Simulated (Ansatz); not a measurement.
# The valence band of H5C3 as photoemission sees it, part 3 of 3

Aim: the valence spectrum of H5C3 from He I to hard X-rays, and which orbitals make each feature.

Ansatz 0.2.0; DFT, LDA, plane-wave PAW, default files, scalar-relativistic (the session's first sound run).

So far. Step 3 (With RPBE): At this level the gap is 4.69 eV on the path. Step 4 (With PBEsol): At this level the gap is 4.44 eV on the path.

## 5. A coarser DOS mesh

This step: DFT, LDA, plane-wave PAW, default files, scalar-relativistic (Ansatz 0.2.0).

A coarser mesh is cheaper; this run shows what it does to the DOS.

Input file input.yaml:

```yaml
crystal:
  lattice:
    - [6.33845, 0.0, 0.0]
    - [3.0388240149, 5.628896065, 0.0]
    - [2.4521501571, 0.2551786702, 7.0807096412]
  atoms:
    - { symbol: C, position: [0.571, 0.5858, 0.7536] }
    - { symbol: C, position: [0.429, 0.4142, 0.2464] }
    - { symbol: C, position: [0.4898, 0.8348, 0.798] }
    - { symbol: C, position: [0.5102, 0.1652, 0.202] }
    - { symbol: C, position: [0.6879, 0.9146, 0.6848] }
    - { symbol: C, position: [0.3121, 0.0854, 0.3152] }
    - { symbol: C, position: [0.9312, 0.7639, 0.7364] }
    - { symbol: C, position: [0.0688, 0.2361, 0.2636] }
    - { symbol: C, position: [0.9923, 0.5058, 0.7592] }
    - { symbol: C, position: [0.0077, 0.4942, 0.2408] }
    - { symbol: C, position: [0.8304, 0.4253, 0.7659] }
    - { symbol: C, position: [0.1696, 0.5747, 0.2341] }
    - { symbol: H, position: [0.5571, 0.5763, 0.6116] }
    - { symbol: H, position: [0.4429, 0.4237, 0.3884] }
    - { symbol: H, position: [0.4428, 0.5161, 0.8518] }
    - { symbol: H, position: [0.5572, 0.4839, 0.1482] }
    - { symbol: H, position: [0.3116, 0.9564, 0.7705] }
    - { symbol: H, position: [0.6884, 0.0436, 0.2295] }
    - { symbol: H, position: [0.4591, 0.8492, 0.9518] }
    - { symbol: H, position: [0.5409, 0.1508, 0.0482] }
    - { symbol: H, position: [0.7202, 0.8984, 0.5318] }
    - { symbol: H, position: [0.2798, 0.1016, 0.4682] }
    - { symbol: H, position: [0.6238, 0.1056, 0.7015] }
    - { symbol: H, position: [0.3762, 0.8944, 0.2985] }
    - { symbol: H, position: [0.0885, 0.787, 0.6267] }
    - { symbol: H, position: [0.9115, 0.213, 0.3733] }
    - { symbol: H, position: [0.9285, 0.8244, 0.868] }
    - { symbol: H, position: [0.0715, 0.1756, 0.132] }
    - { symbol: H, position: [0.183, 0.3776, 0.7714] }
    - { symbol: H, position: [0.817, 0.6224, 0.2286] }
    - { symbol: H, position: [0.8936, 0.2348, 0.7802] }
    - { symbol: H, position: [0.1064, 0.7652, 0.2198] }
kpoints:
  mp_grid: { grid: [6, 6, 4] }
scf:
  occupations: { method: fermi_dirac, width: 0.05 }
  n_extra_bands: 40
hamiltonian:
  xc: lda
  pseudopotentials: { kind: paw }
output:
  forces: true
  stress: true
  dos:
    projected:
      site_lists:
        C: [0, 1, 2, 3, 4, 5, 6, 7, 8, 9, 10, 11]
        H: [12, 13, 14, 15, 16, 17, 18, 19, 20, 21, 22, 23, 24, 25, 26, 27, 28, 29, 30, 31]
    de: 0.05
    e_range: [-36, 12]
    nscf_kmesh: { grid: [6, 4, 4] }
```

The run is started by

```sh
ansatz run input.yaml --threads 2 --pin off --max-ram 4096MiB --backend cpu --events-out ev --progress --plain --runs-dir out
```

Numbers of over 12 decimals in the logs are rounded to 6 here.

What it wrote:

```text
[...]
Crystal: 32 atoms, lattice volume = 252.629 Å³
Basis set: ecut = 420 eV, 4937 PW (Γ)
Bands: 74, of which v1, the nominal top of the filled ones, is band 34 counted from 1 (33 counted from 0)
Symmetry: 2 space group operations
[...]
k-points: 76 of 144
[...]
SCF iter   1: F=—  HF=-3230.133691 eV  |F-HF|=—  |Δ(HF+E_count)|=         —  Δρ=9.17e-3  dr2=1.37e-1  ethr=1.77e-3  ⟨swp⟩=5.9  Hψ=25930  notcnv=0  defer=1086
[...]
SCF iter   8: F=-3230.086306 eV  HF=-3230.086306 eV  |F-HF|=2.42e-9  |Δ(HF+E_count)|=   6.63e-8  Δρ=1.76e-6  dr2=6.88e-9  ethr=1.47e-10  ⟨swp⟩=13.0  Hψ=33451  notcnv=0
SCF 1 converged in 8 iterations: F = -3230.086306 eV  dr2 = 6.88e-9
[...]
SCF converged after 8 iterations
Free energy (F): -3230.086306 eV
[...]
Internal energy: -3230.086306 eV  (E = F + TS)
E sigma→0 (E₀):  -3230.086306 eV
Fermi energy:    2.277463 eV
[...]
--- Forces (eV/Å), atoms counted from 1 ---
  atom   1  C     -0.23003389    -0.83284696     0.29027561
  atom   2  C      0.23003389     0.83284696    -0.29027561
  atom   3  C      0.80756122     0.43522772     0.21759620
  atom   4  C     -0.80756122    -0.43522772    -0.21759620
  atom   5  C      0.00456588     0.08535415    -0.14129501
  atom   6  C     -0.00456588    -0.08535415     0.14129501
  atom   7  C      0.27975260    -0.18090006    -0.15205829
  atom   8  C     -0.27975260     0.18090006     0.15205829
  atom   9  C      0.34452205     0.08683363     0.10659657
  atom  10  C     -0.34452205    -0.08683363    -0.10659657
  atom  11  C      0.28766468     0.56390616    -0.18593785
  atom  12  C     -0.28766468    -0.56390616     0.18593785
  atom  13  H      0.04799082     0.07655005    -0.05656695
  atom  14  H     -0.04799082    -0.07655005     0.05656695
  atom  15  H     -0.01168871     0.02473715     0.01986745
  atom  16  H      0.01168871    -0.02473715    -0.01986745
  atom  17  H     -0.51838699     0.30325722    -0.16582204
  atom  18  H      0.51838699    -0.30325722     0.16582204
  atom  19  H     -0.03407357    -0.16205727    -0.22387201
  atom  20  H      0.03407357     0.16205727     0.22387201
  atom  21  H     -0.00138710    -0.08195268     0.15055980
  atom  22  H      0.00138710     0.08195268    -0.15055980
  atom  23  H      0.01764575    -0.01200621     0.11610139
  atom  24  H     -0.01764575     0.01200621    -0.11610139
  atom  25  H     -0.22016338    -0.01092938     0.13876661
  atom  26  H      0.22016338     0.01092938    -0.13876661
  atom  27  H     -0.14691343    -0.08688338    -0.08116997
  atom  28  H      0.14691343     0.08688338     0.08116997
  atom  29  H     -0.38070825     0.31677009    -0.00311248
  atom  30  H      0.38070825    -0.31677009     0.00311248
  atom  31  H     -0.27546110    -0.52696903     0.02305192
  atom  32  H      0.27546110     0.52696903    -0.02305192
  max |Σ_I F_I| component: 0.00e0 eV/Å
--- Stress (GPa, compression-positive) ---
       -1.426036       0.559733       0.096074
        0.559733      -0.234301      -0.109943
        0.096074      -0.109943      -1.810137
  P = ⅓ Tr σ = -1.1568 GPa (-11.568 kbar)
--- Band table (eV; the first three rows and the last of 76) ---
  k-point 0: bands = [... 30 lower, -1.5703, -1.4773, -0.2412, -0.1965, 4.3711, 4.8818, 4.9144, 5.6100, ... 36 higher]
  k-point 1: bands = [... 30 lower, -1.5702, -1.5058, -0.4351, -0.0051, 4.4401, 4.8398, 4.9557, 5.2994, ... 36 higher]
  k-point 2: bands = [... 30 lower, -1.5577, -1.5467, -0.5292, 0.0847, 4.6199, 4.6572, 4.9975, 5.1713, ... 36 higher]
  k-point 75: bands = [... 30 lower, -1.5462, -1.4795, -0.2430, -0.1781, 4.8332, 5.0083, 5.4598, 5.7691, ... 36 higher]
```

The job ended after 59 s (2 threads of Arm Neoverse V2, shared host; peak memory 1.2 GiB; 2 min of CPU time).

Numbers from this step:

* free energy: -3230.0863 eV
* Fermi energy: 2.277 eV
* pressure: -1.157 GPa
* gap on the k-mesh: 4.286 eV
* share of occupied states in no projected shell: 0.0071 of the occupied states in the window

The DOS has structure finer than the step of the table below, so its rows give means over 1 eV, whole bins alone (the curve runs from -16.8 to 14.0 eV). Peaks (eV: height): total -12.6: 30.2, -9.5: 22.3, -2.0: 21.8, -1.7: 23.2; C 2p -4.4: 13.8, -3.8: 12.8, -2.0: 14.5, -1.7: 15.9; H 1s -12.6: 5.44, -9.5: 5.09, -2.0: 7.14, -1.7: 7.18; C 2s -15.2: 13.0, -12.6: 18.3, -9.5: 7.85, -9.0: 6.67.

DOS against E, zero at the valence-band maximum; means over each step; values in states/eV/cell:

| E (eV) | total | C 2p | H 1s | C 2s |
| --- | --- | --- | --- | --- |
| -16 | 0 | 0 | 0 | 0 |
| -15 | 4.00 | 0.511 | 0.699 | 2.75 |
| -14 | 0 | 0 | 0 | 0 |
| -13 | 7.04 | 1.44 | 1.33 | 4.20 |
| -12 | 0.961 | 0.199 | 0.167 | 0.585 |
| -11 | 0 | 0 | 0 | 0 |
| -10 | 1.96 | 0.795 | 0.449 | 0.690 |
| -9 | 6.04 | 2.46 | 1.42 | 2.07 |
| -8 | 0 | 0 | 0 | 0 |
| -7 | 7.31 | 4.58 | 1.98 | 0.627 |
| -6 | 0.901 | 0.573 | 0.255 | 0.0615 |
| -5 | 8.39 | 5.60 | 2.27 | 0.433 |
| -4 | 12.2 | 9.55 | 2.44 | 0.153 |
| -3 | 3.18 | 2.21 | 0.921 | 0.0303 |
| -2 | 11.9 | 7.82 | 4.02 | 0.0394 |
| -1 | 0.603 | 0.493 | 0.108 | 7.0e-4 |
| 0 | 3.48 | 2.94 | 0.522 | 0.00571 |
| 1 | 0 | 0 | 0 | 0 |
| 2 | 0 | 0 | 0 | 0 |
| 3 | 0 | 0 | 0 | 0 |
| 4 | 0.462 | 0.282 | 0.0995 | 0.0318 |
| 5 | 5.25 | 2.86 | 1.29 | 0.438 |
| 6 | 5.36 | 1.17 | 1.97 | 0.854 |
| 7 | 6.24 | 1.32 | 2.03 | 0.655 |
| 8 | 7.60 | 1.57 | 1.99 | 0.727 |
| 9 | 7.37 | 1.69 | 1.62 | 0.482 |
| 10 | 8.27 | 2.42 | 1.83 | 0.485 |
| 11 | 8.65 | 2.76 | 1.89 | 0.547 |
| 12 | 8.45 | 2.42 | 1.62 | 0.858 |
| 13 | 9.05 | 2.23 | 1.40 | 1.03 |

Maxima picked by a test of local sharpness, so broad peaks and shoulders can be missing; peaks within 0.45 eV of a curve's cut are left out. Valence peaks, by row:

| photon energy (eV) | binding energy (eV) | height (% of the maximum within 13 eV) | main shell | its share (%) |
| --- | --- | --- | --- | --- |
| 21.2 | 9.208 | 29.83 | C 2p | 63.95 |
| 21.2 | 6.708 | 48.04 | C 2p | 75.44 |
| 21.2 | 4.308 | 79.17 | C 2p | 85.91 |
| 21.2 | 3.758 | 82.77 | C 2p | 82.35 |
| 21.2 | 1.908 | 100 | C 2p | 74.72 |
| 21.2 | 0.2579 | 44.61 | C 2p | 88.55 |
| 60 | 15.16 | 26.66 | C 2s | 80.68 |
| 60 | 12.66 | 55.6 | C 2s | 72.42 |
| 60 | 9.258 | 47.65 | C 2p | 47.04 |
| 60 | 6.708 | 54.48 | C 2p | 77.8 |
| 60 | 4.308 | 86.78 | C 2p | 91.58 |
| 60 | 3.758 | 88.24 | C 2p | 90.25 |
| 60 | 1.908 | 100 | C 2p | 87.28 |
| 60 | 0.2579 | 48.8 | C 2p | 94.56 |
| 900 | 15.16 | 52.99 | C 2s | 98.64 |
| 900 | 12.66 | 100 | C 2s | 97.84 |
| 900 | 9.258 | 56.27 | C 2s | 93.46 |
| 900 | 6.758 | 23.82 | C 2s | 71.87 |
| 900 | 5.158 | 20.77 | C 2s | 64.26 |
| 900 | 4.308 | 17.23 | C 2p | 65.98 |
| 900 | 1.908 | 15.8 | C 2p | 79.03 |
| 900 | 0.2579 | 7.479 | C 2p | 88.28 |
| 1487 | 15.16 | 53.15 | C 2s | 99.12 |
| 1487 | 12.66 | 100 | C 2s | 98.62 |
| 1487 | 9.258 | 55.34 | C 2s | 95.79 |
| 1487 | 6.758 | 21.48 | C 2s | 80.36 |
| 1487 | 5.158 | 18.13 | C 2s | 74.2 |
| 1487 | 4.358 | 12.75 | C 2p | 54.78 |
| 1487 | 1.908 | 10.62 | C 2p | 72.59 |
| 1487 | 0.2579 | 4.873 | C 2p | 83.64 |
| 8048 | 15.16 | 53.36 | C 2s | 99.75 |
| 8048 | 12.66 | 100 | C 2s | 99.64 |
| 8048 | 9.258 | 54.12 | C 2s | 98.97 |
| 8048 | 6.758 | 18.4 | C 2s | 94.76 |
| 8048 | 5.208 | 14.8 | C 2s | 93.1 |

Spectra as before, but with a recipe of its own (widths, and in some runs the light), which changes peak heights and what is resolved: Gaussian 0.35 eV, Lorentzian 0.1 eV plus 0.05 times the binding energy, linear light, analyser at 54.7°, Fermi edge at 300 K; some photon energies differ too.

## 6. Other settings

This step: DFT, LDA, plane-wave PAW, default files, scalar-relativistic; changed: scf.occupations.width = 0.005, scf.occupations.method = "methfessel_paxton" (Ansatz 0.2.0).

Some settings are changed to see whether the read-outs move.

Changes to input.yaml since step 5:

```diff
@@ -41,3 +41,3 @@
 scf:
-  occupations: { method: fermi_dirac, width: 0.05 }
+  occupations: { method: methfessel_paxton, width: 0.005 }
   n_extra_bands: 40
@@ -56,2 +56,2 @@
     e_range: [-36, 12]
-    nscf_kmesh: { grid: [6, 4, 4] }
+    nscf_kmesh: { grid: [10, 8, 8] }
```

What it wrote:

```text
[...]
Crystal: 32 atoms, lattice volume = 252.629 Å³
Basis set: ecut = 420 eV, 4937 PW (Γ)
Bands: 74, of which v1, the nominal top of the filled ones, is band 34 counted from 1 (33 counted from 0)
Symmetry: 2 space group operations
[...]
k-points: 76 of 144
[...]
SCF iter   1: F=—  HF=-3230.134557 eV  |F-HF|=—  |Δ(HF+E_count)|=         —  Δρ=9.22e-3  dr2=1.38e-1  ethr=1.77e-3  ⟨swp⟩=6.6  Hψ=27411  notcnv=0  defer=818
[...]
SCF iter   8: F=-3230.086306 eV  HF=-3230.086306 eV  |F-HF|=2.04e-9  |Δ(HF+E_count)|=   6.42e-8  S|Δr|=    0.00e0  Δρ=1.82e-6  dr2=7.67e-9  ethr=1.47e-10  ⟨swp⟩=12.8  Hψ=33030  notcnv=0
SCF 1 converged in 8 iterations: F = -3230.086306 eV  dr2 = 7.67e-9
[...]
SCF converged after 8 iterations
Stability not checked: this state was not tested for a lower state beside it, because cold or Methfessel-Paxton smearing, or corrected tetrahedra, fill the levels in a way that the test cannot read (fill_not_monotonic; see scf.lower_state_search)
Free energy (F): -3230.086306 eV
[...]
Internal energy: -3230.086306 eV  (E = F + TS)
E sigma→0 (E₀):  -3230.086306 eV
Fermi energy:    2.227904 eV
Step filling:    the computed levels leave a gap of 4.2864 eV = 857.3 smearing widths at the electron count; against every level under it full and every level over it empty, smearing changes F+E_penalty+E_count by +0.00e0 meV and its σ→0 estimate by +0.00e0 meV
[...]
--- Forces (eV/Å), atoms counted from 1 ---
  atom   1  C     -0.23002689    -0.83284836     0.29027621
  atom   2  C      0.23002689     0.83284836    -0.29027621
  atom   3  C      0.80756548     0.43522212     0.21759356
  atom   4  C     -0.80756548    -0.43522212    -0.21759356
  atom   5  C      0.00457056     0.08534805    -0.14129275
  atom   6  C     -0.00457056    -0.08534805     0.14129275
  atom   7  C      0.27974599    -0.18090306    -0.15205918
  atom   8  C     -0.27974599     0.18090306     0.15205918
  atom   9  C      0.34450899     0.08683718     0.10659574
  atom  10  C     -0.34450899    -0.08683718    -0.10659574
  atom  11  C      0.28767200     0.56391600    -0.18593956
  atom  12  C     -0.28767200    -0.56391600     0.18593956
  atom  13  H      0.04799288     0.07654935    -0.05656483
  atom  14  H     -0.04799288    -0.07654935     0.05656483
  atom  15  H     -0.01168599     0.02473709     0.01986616
  atom  16  H      0.01168599    -0.02473709    -0.01986616
  atom  17  H     -0.51838948     0.30325883    -0.16582325
  atom  18  H      0.51838948    -0.30325883     0.16582325
  atom  19  H     -0.03407218    -0.16205788    -0.22386892
  atom  20  H      0.03407218     0.16205788     0.22386892
  atom  21  H     -0.00138592    -0.08195359     0.15056153
  atom  22  H      0.00138592     0.08195359    -0.15056153
  atom  23  H      0.01764653    -0.01200893     0.11610157
  atom  24  H     -0.01764653     0.01200893    -0.11610157
  atom  25  H     -0.22016756    -0.01093058     0.13876996
  atom  26  H      0.22016756     0.01093058    -0.13876996
  atom  27  H     -0.14691624    -0.08688594    -0.08117379
  atom  28  H      0.14691624     0.08688594     0.08117379
  atom  29  H     -0.38071222     0.31677283    -0.00311297
  atom  30  H      0.38071222    -0.31677283     0.00311297
  atom  31  H     -0.27545965    -0.52696291     0.02305111
  atom  32  H      0.27545965     0.52696291    -0.02305111
  max |Σ_I F_I| component: 0.00e0 eV/Å
--- Stress (GPa, compression-positive) ---
       -1.426072       0.559727       0.096075
        0.559727      -0.234326      -0.109941
        0.096075      -0.109941      -1.810146
  P = ⅓ Tr σ = -1.1568 GPa (-11.568 kbar)
--- Band table (eV; the first three rows and the last of 76) ---
  k-point 0: bands = [... 30 lower, -1.5703, -1.4773, -0.2412, -0.1965, 4.3711, 4.8817, 4.9144, 5.6100, ... 36 higher]
  k-point 1: bands = [... 30 lower, -1.5702, -1.5058, -0.4351, -0.0051, 4.4401, 4.8398, 4.9557, 5.2994, ... 36 higher]
  k-point 2: bands = [... 30 lower, -1.5577, -1.5467, -0.5293, 0.0847, 4.6199, 4.6572, 4.9975, 5.1713, ... 36 higher]
  k-point 75: bands = [... 30 lower, -1.5462, -1.4795, -0.2430, -0.1781, 4.8332, 5.0083, 5.4598, 5.7691, ... 36 higher]
```

The job ended after 2.9 min (2 threads; peak memory 2.5 GiB).

Numbers from this step:

```yaml
fermi_energy: 2.228 eV
```

This run's widths, added to any smearing of the DOS itself: Gaussian 0.35 eV, Lorentzian 0.05 eV. Intensity against binding energy, zero at the valence-band maximum; values in % of the maximum within 13 eV:

| binding energy (eV) | 21.2 eV | 100 eV | 1486.7 eV | 9251.7 eV |
| --- | --- | --- | --- | --- |
| -1.0 | 0.271 | 0.141 | 0.0198 | 0.0107 |
| -0.5 | 0.714 | 0.369 | 0.0410 | 0.0164 |
| 0.0 | 23.6 | 12.2 | 1.10 | 0.264 |
| 0.5 | 30.4 | 15.7 | 1.39 | 0.318 |
| 1.0 | 2.00 | 0.991 | 0.102 | 0.0356 |
| 1.5 | 39.1 | 18.4 | 1.69 | 0.444 |
| 2.0 | 95.3 | 44.3 | 4.38 | 1.43 |
| 2.5 | 13.3 | 5.98 | 0.631 | 0.237 |
| 3.0 | 9.81 | 4.77 | 0.554 | 0.241 |
| 3.5 | 71.9 | 35.7 | 4.13 | 1.78 |
| 4.0 | 66.5 | 34.3 | 4.34 | 2.09 |
| 4.5 | 70.8 | 37.3 | 4.55 | 2.10 |
| 5.0 | 57.8 | 31.1 | 7.25 | 5.48 |
| 5.5 | 21.4 | 12.7 | 4.75 | 4.16 |
| 6.0 | 2.12 | 1.22 | 0.364 | 0.300 |
| 6.5 | 46.3 | 26.5 | 7.67 | 6.26 |
| 7.0 | 41.3 | 24.8 | 8.41 | 7.19 |
| 7.5 | 5.43 | 3.22 | 1.04 | 0.873 |
| 8.0 | 0.665 | 0.515 | 0.278 | 0.260 |
| 8.5 | 1.71 | 1.74 | 1.27 | 1.24 |
| 9.0 | 39.0 | 41.5 | 31.5 | 30.8 |
| 9.5 | 39.8 | 43.6 | 33.7 | 33.0 |
| 10.0 | 1.60 | 1.77 | 1.36 | 1.32 |
| 10.5 | 0.296 | 0.384 | 0.298 | 0.292 |
| 11.0 | 0.162 | 0.313 | 0.263 | 0.259 |
| 11.5 | - | 0.447 | 0.412 | 0.410 |
| 12.0 | - | 1.70 | 1.67 | 1.67 |
| 12.5 | - | 77.9 | 77.9 | 77.9 |
| 13.0 | - | 19.1 | 19.0 | 19.0 |
| 13.5 | - | 0.757 | 0.746 | 0.745 |
| 14.0 | - | 0.434 | 0.431 | 0.431 |
| 14.5 | - | 0.868 | 0.900 | 0.902 |
| 15.0 | - | 41.8 | 44.4 | 44.6 |
| 15.5 | - | 8.55 | 9.08 | 9.12 |
| 16.0 | - | 0.389 | 0.401 | 0.402 |
| 16.5 | - | 0.165 | 0.164 | 0.164 |

Maxima picked by a test of local sharpness, so broad peaks and shoulders can be missing; peaks within 0.45 eV of a curve's cut are left out. Valence peaks, by row:

| photon energy (eV) | binding energy (eV) | height (% of the maximum within 13 eV) | main shell | its share (%) |
| --- | --- | --- | --- | --- |
| 21.2 | 9.507 | 40.81 | C 2p | 63.62 |
| 21.2 | 9.057 | 40.3 | C 2p | 63.4 |
| 21.2 | 6.657 | 61.42 | C 2p | 75.39 |
| 21.2 | 5.007 | 58.2 | C 2p | 75.77 |
| 21.2 | 4.357 | 78.98 | C 2p | 87.78 |
| 21.2 | 3.707 | 82.18 | C 2p | 82.14 |
| 21.2 | 1.907 | 100 | C 2p | 74.84 |
| 21.2 | 0.3068 | 39.93 | C 2p | 88.84 |
| 100 | 15.16 | 60.3 | C 2s | 90.17 |
| 100 | 12.61 | 100 | C 2s | 84.5 |
| 100 | 9.507 | 44.73 | C 2s | 63.46 |
| 100 | 9.057 | 42.88 | C 2s | 62.33 |
| 100 | 6.657 | 36.15 | C 2p | 70.85 |
| 100 | 5.057 | 31.72 | C 2p | 75.39 |
| 100 | 4.357 | 41.68 | C 2p | 92 |
| 100 | 3.707 | 41.41 | C 2p | 90.17 |
| 100 | 1.907 | 46.84 | C 2p | 88.37 |
| 100 | 0.3068 | 20.59 | C 2p | 95.31 |
| 1487 | 15.16 | 64 | C 2s | 99.18 |
| 1487 | 12.61 | 100 | C 2s | 98.65 |
| 1487 | 9.507 | 34.54 | C 2s | 95.94 |
| 1487 | 9.057 | 32.59 | C 2s | 95.74 |
| 1487 | 6.707 | 11.86 | C 2s | 79.86 |
| 1487 | 5.157 | 9.011 | C 2s | 76.8 |
| 1487 | 4.307 | 5.119 | C 2p | 61.87 |
| 1487 | 3.757 | 4.835 | C 2p | 63.68 |
| 1487 | 1.907 | 4.557 | C 2p | 75.57 |
| 9252 | 15.16 | 64.28 | C 2s | 99.79 |
| 9252 | 12.61 | 100 | C 2s | 99.68 |
| 9252 | 9.507 | 33.78 | C 2s | 99.11 |
| 9252 | 9.057 | 31.83 | C 2s | 99.06 |
| 9252 | 6.707 | 10.05 | C 2s | 95.15 |
| 9252 | 5.207 | 7.546 | C 2s | 94.56 |

Spectra as before, but with a recipe of its own (widths, and in some runs the light), which changes peak heights and what is resolved: Gaussian 0.35 eV, Lorentzian 0.05 eV plus 0 times the binding energy, unpolarised light, analyser at 54.7°, Fermi edge at 300 K; some photon energies differ too.

The two runs compared:

| quantity | this run | base run | difference |
| --- | --- | --- | --- |
| gap on the k-mesh (eV) | 4.2864 | 4.2864 | 4.5e-6 |

The gap on the k-mesh moves by 0.00 eV at most against the base run, and the converged energy is the same to the last digits.

## 7. Results

| Item | Value |
| --- | --- |
| least gap on the mesh and the path | 4.29 eV |
| strongest listed peak within 13 eV of the zero, at 1486.7 eV | 12.7 eV binding, mostly C 2s |
| strongest listed peak within 13 eV of the zero, at 21.2 eV | 1.9 eV binding, mostly C 2p |
| LDA (3.4 min on 2 threads) | gap 4.29 eV, highest Al Kα peak within 13 eV at 12.7 eV (C 2s) |
| RPBE (3.4 min on 2 threads) | gap 4.69 eV, highest Al Kα peak within 13 eV at 12.9 eV (C 2s) |
| PBEsol (3.3 min on 2 threads) | gap 4.44 eV, highest Al Kα peak within 13 eV at 12.8 eV (C 2s) |
| coarse-dos (59 s on 2 threads) | gap 4.29 eV on a coarse mesh, an upper bound, highest Al Kα peak within 13 eV at 12.7 eV (C 2s) |
| other settings (2.9 min on 2 threads) | gap 4.29 eV, highest Al Kα peak within 13 eV at 12.6 eV (C 2s) |

In words: H5C3 is an insulator or semiconductor at the base level (gap 4.29 eV), and its valence spectrum changes with photon energy as the shells' cross sections do. At 21.2 eV the valence spectrum has its highest listed peaks within 10.8 eV at 0.3 eV (C 2p), 1.9 eV (C 2p), 3.7 eV (C 2p), 4.3 eV (C 2p) and 6.7 eV (C 2p). At 1486.7 eV the valence spectrum has its highest listed peaks within 13 eV at 9.1 eV (C 2s), 9.5 eV (C 2s) and 12.7 eV (C 2s). The shell named is the one with most of the intensity, cross sections included, not always the one with most states there. In the main run, from 1486.7 eV towards hard X-rays the C 2s share grows by 9 points, as its cross section falls more slowly with photon energy than those of the shells it gains on. With RPBE, the gap on the path moves from 4.29 to 4.69 eV. With PBEsol, the gap on the path moves from 4.29 to 4.44 eV. With coarser mesh for the DOS, the gap stays within 0.02 eV. At 21.2 eV the area is led by C 2p (79 %), at 5950 eV by C 2s (96 %), since cross sections fall faster with photon energy for shells of higher angular momentum. Kohn–Sham levels aren't quasiparticle energies, so peak positions are approximate. Each run has its own recipe for the spectra (widths, photon energies, in some runs the light), so peak heights and places can differ between runs for that reason too. Semilocal Kohn–Sham gaps are too small as a rule.

[Logs are printed without paths, hosts, clocks, repeated set-up lines and the standing remarks that a program may print on its own settings, such as how far it seeks lower states.]

[Hosts, paths, dates, database ids (printed as entryN), source tags and the programs' standing remarks are cut or masked in the printed files.]

[Maps of the electrostatic potential energy from Ansatz leave out the sawtooth potential of an applied field or a dipole correction, so their vacuum need not be flat; work functions include it.]

[Peak lists hold at most the 14 tallest peaks of each spectrum; further lines can be left out.]
